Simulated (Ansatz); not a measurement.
Entries from a set of simulations; values are calculated unless marked as measured.

```
! title: GaAs (F-43m): spin-orbit coupling beyond the local functionals
! method: DFT, HSE06 with spin-orbit coupling, plane waves, PAW (and 1 further level or step)
! program: Ansatz 0.2.0
! settings: cutoff 420 eV, 4×4×4 k-mesh, smearing width 0.02 eV, default PAW
! cost: 2 runs, 40 s in all on 1 × NVIDIA H100 80GB HBM3 (shared by 6 runs) with 3 threads of AMD EPYC 7R13 (Zen 3), shared host
! notes: The cell and positions come from the Crystallography Open Database and are kept as given unless a step says otherwise. The lattice is static and excitons are left out.
! HSE06: 1.47 eV
! HSE06+SOC: 1.36 eV
CELL_PARAMETERS angstrom
0.00000 2.82685 2.82685
2.82685 0.00000 2.82685
2.82685 2.82685 0.00000
ATOMIC_POSITIONS crystal
Ga 0.00000 0.00000 0.00000
As 0.25000 0.25000 0.25000
```

[Long decimals in the printed logs are rounded to 6 places.]

[Logs are printed without paths, hosts, clocks, repeated set-up lines and the standing remarks that a program may print on its own settings, such as how far it seeks lower states.]

[Paths, hosts, dates, memory and timing lines, banners, echoed tables and standing remarks are left out of the program output; an Ansatz launch command may be rebuilt from the run's recorded settings. Measured values are a selection of at most five: reports struck by readers or far from the other reports are left out. None is set beside runs whose start may be inverted or whose files or cutoffs have a known fault.]

[Runs of the session that timed out or met a known fault of the program may be left out.]

[Cells called generated may have been cut or substituted from an entry of the Crystallography Open Database or the Materials Project.]

[Hosts, paths, dates, database ids (printed as entryN), source tags and the programs' standing remarks are cut or masked in the printed files.]

[Where the starting crystal was built by hand or by swapping elements, it need not be the compound's stable phase.]
